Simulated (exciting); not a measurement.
# Core excitons at the Lu L₃ edge of RbLuS2, part 3 of 3

Aim: the Lu L₃ absorption edge of RbLuS2 with the electron–hole interaction treated explicitly, and what each term of the kernel does.

exciting sodium; X-ray absorption, core-level Bethe-Salpeter equation, exchange and statically screened direct term, Tamm-Dancoff, all-electron LAPW+lo LDA.

So far. Step 5 (Independent particles): Maxima (height): 3.6 eV (0.83). Against the singlet run the r.m.s. difference is 54 %. Moving the earlier curve by +3.8 eV leaves 15 %. The highest maximum lies at 3.6 eV (0.83), against 0.0 eV (1.00). Step 6 (Exchange alone): Maxima (height): 3.6 eV (0.83). The spectrum is that of the independent-particle run within 1 %.

### Step 8. Shipped basis

Changed against the first singlet run: added local orbitals (Ha) from 0.9 to none.

Input file input.xml:

```
<input>
  <title>RbLuS2</title>
  <structure speciespath="." autormt="false" epslat="1.0e-5">
    <crystal>
      <basevect>3.7709484810 2.1771581207 14.3858550755</basevect>
      <basevect>-3.7709484810 2.1771581207 14.3858550755</basevect>
      <basevect>0.0000000000 -4.3543162411 14.3858550755</basevect>
    </crystal>
    <species speciesfile="Lu.xml" rmt="2.300">
      <atom coord="0.5000000000 0.5000000000 0.5000000000"/>
    </species>
    <species speciesfile="Rb.xml" rmt="2.464">
      <atom coord="0.0000000000 0.0000000000 0.0000000000"/>
    </species>
    <species speciesfile="S.xml" rmt="2.300">
      <atom coord="0.7697000000 0.7697000000 0.7697000000"/>
      <atom coord="0.2303000000 0.2303000000 0.2303000000"/>
    </species>
  </structure>
  <groundstate do="skip" xctype="LDA_PW" ngridk="3 3 3" rgkmax="7" gmaxvr="14" nempty="8" swidth="0.001" maxscl="100" epsengy="1e-5"/>
  <xs xstype="BSE" ngridk="3 3 3" ngridq="3 3 3" vkloff="0.097 0.273 0.493" rgkmax="7" nempty="50" gqmax="3" lmaxapwwf="5" lmaxemat="3" broad="0.08599" tevout="true">
    <energywindow intv="335.133 336.750" points="439"/>
    <screening screentype="full" nempty="77"/>
    <BSE xas="true" xasspecies="1" xasatom="1" xasedge="L3" bsetype="singlet" nstlxas="1 46"/>
    <qpointset>
      <qpoint>0 0 0</qpoint>
    </qpointset>
    <plan>
      <doonly task="xsgeneigvec"/>
      <doonly task="writepmatxs"/>
      <doonly task="scrgeneigvec"/>
      <doonly task="scrwritepmat"/>
      <doonly task="screen"/>
      <doonly task="scrcoulint"/>
    </plan>
  </xs>
</input>
```

Input file input.xml for the exchange start (cutoff and plan only):

```
  gqmax="2"
  <plan>
    <doonly task="exccoulint"/>
  </plan>
```

Input file input.xml for the last start (plan only):

```
  <plan>
    <doonly task="bse"/>
  </plan>
```

Started as:

```
> OMP_NUM_THREADS=1 mpirun -n 4 exciting
> OMP_NUM_THREADS=1 mpirun -n 4 exciting
> OMP_NUM_THREADS=4 exciting
```

Numbers of over 12 decimals in the logs are rounded to 6 here.

Output:

```text
| EXCITING SODIUM started for task xsgeneigvec ( 301)                          =
One-shot GS runs for BSE calculations
One-shot GS runs for k+qmt/2 grids
Info(xsgeneigvec): Generating eigenvectors for Q-point      1
Info(xsgeneigvec): Generation of eigenvectors finished
| EXCITING SODIUM started for task writepmatxs ( 320)                          =
Info(writepmatxs): Momentum matrix elements finished
| EXCITING SODIUM started for task scrgeneigvec ( 401)                         =
One-shot GS runs for BSE calculations
One-shot GS runs for k+qmt/2 grids
[...]
Info(setup_bse_block): Setting up RR part of hamiltonian
Info(setup_bse_block): Singlet spin state
Info(bse): Diagonalizing RR Hamiltonian (TDA)
Info(bse): Invoking Lapack routine ZHEEVR
      4968 eigen solutions found in the interval:
         i1=       1 i2=    4968
Info(bse): Writing excition energies and oscillator strengths to text file.
Info(makespectrum_dist): Making spectrum using formula for coupling with time reversed AR basis.
Info(makespectrum_dist): Using formalism for vanishing momentum transfer.
Info(writederived): Writing quantities derived from the macroscopic dielectric function.
Info(bselauncher): Spectrum finished for iqmt=  1
Info(bselauncher): All done for BSE type singlet
```

Elapsed: 23 min, on 4 MPI ranks of Arm Neoverse V1, shared host.

Against the singlet run the r.m.s. difference is 3 %. 

```
E (eV)  first run  this run
 -11.0       0.06      0.06
 -10.0       0.07      0.07
  -9.0       0.09      0.09
  -8.0       0.11      0.11
  -7.0       0.14      0.14
  -6.0       0.19      0.19
  -5.0       0.26      0.26
  -4.0       0.37      0.37
  -3.0       0.54      0.55
  -2.0       0.77      0.78
  -1.0       0.94      0.95
   0.0       1.00      1.00
   1.0       0.95      0.94
   2.0       0.81      0.79
   3.0       0.65      0.63
   4.0       0.52      0.51
   5.0       0.45      0.43
   6.0       0.41      0.39
   7.0       0.39      0.38
   8.0       0.38      0.36
   9.0       0.36      0.34
  10.0       0.33      0.31
  11.0       0.31      0.29
  12.0       0.29      0.27
  13.0       0.27      0.25
  14.0       0.27      0.25
  15.0       0.27      0.24
  16.0       0.26      0.24
  17.0       0.24      0.22
  18.0       0.23      0.21
  19.0       0.22      0.19
  20.0       0.21      0.18
  21.0       0.19      0.17
```

### Step 9. The levels of theory side by side

```
  level  curve passes 0.15 (eV)  highest maximum (eV)  its height
     IP                    -3.1                   3.6        0.83
    RPA                    -3.1                   3.6        0.83
singlet                    -6.8                   0.0        1.00
```

```
E (eV)    IP   RPA  singlet
 -11.0  0.04  0.04     0.06
 -10.0  0.04  0.04     0.07
  -9.0  0.05  0.05     0.09
  -8.0  0.05  0.05     0.11
  -7.0  0.06  0.06     0.14
  -6.0  0.08  0.08     0.19
  -5.0  0.09  0.09     0.26
  -4.0  0.12  0.12     0.37
  -3.0  0.15  0.15     0.54
  -2.0  0.21  0.21     0.77
  -1.0  0.29  0.29     0.94
   0.0  0.42  0.42     1.00
   1.0  0.57  0.57     0.95
   2.0  0.72  0.72     0.81
   3.0  0.81  0.81     0.65
   4.0  0.82  0.82     0.52
   5.0  0.75  0.75     0.45
   6.0  0.66  0.66     0.41
   7.0  0.59  0.59     0.39
   8.0  0.54  0.54     0.38
   9.0  0.51  0.51     0.36
  10.0  0.49  0.49     0.33
  11.0  0.46  0.46     0.31
  12.0  0.43  0.43     0.29
  13.0  0.39  0.39     0.27
  14.0  0.37  0.37     0.27
  15.0  0.36  0.36     0.27
  16.0  0.36  0.36     0.26
  17.0  0.35  0.35     0.24
  18.0  0.33  0.33     0.23
  19.0  0.32  0.32     0.22
  20.0  0.30  0.30     0.21
  21.0  0.29  0.29     0.19
```

### Step 10. Summary of results

```
absorber and edge   : Lu L₃, atom 1
surroundings        : 6 S at 2.72 Å (octahedral, site symmetry -3m)
first bright state  : -1.43 eV from the Kohn–Sham onset, on this mesh
highest maximum     : 0.0 eV
cost of the BSE run : 24 min on 4 MPI ranks of Arm Neoverse V1, shared host; the last task ran on as many threads
```

In words: Is a core exciton bound? Yes on this mesh: the first bright state (over 5 % of the brightest) lies at -1.43 eV from the Kohn–Sham onset. Changing the half width (eV) from 2.34 to 0.58 alters the spectrum by 57 % r.m.s. Changing the added local orbitals (Ha) from 0.9 to none alters the spectrum by 3 % r.m.s. Exchange alone changes the independent-particle spectrum by 0.0 % r.m.s. A mesh of 27 points doesn't converge binding energies, and fine structure above the first lines is partly noise of the mesh. Exchange and the short-range direct term aren't converged in the kernel cutoff. The zero comes from the shifted mesh, which comes near the band minimum without meeting it. The conduction states carry no spin here, so the exchange coupling to the spinor core hole is only partly held. This core level is treated alone, with no coupling to its spin–orbit partner. The Kohn–Sham onset, 9131 eV, is no photon energy (tabulated edge of the element: 9244 eV): the scale needs a rigid shift. No quasiparticle correction widens the gap or stretches the bands. Vibrations and energy-dependent lifetimes are left out. The structure is a published determination, not relaxed.

[Banner, clock and machine lines of the logs are left out without a mark of their own.]

[Logs are printed without paths, hosts, clocks, repeated set-up lines and the standing remarks that a program may print on its own settings, such as how far it seeks lower states.]

[Hosts, paths, dates, database ids (printed as entryN), source tags and the programs' standing remarks are cut or masked in the printed files.]
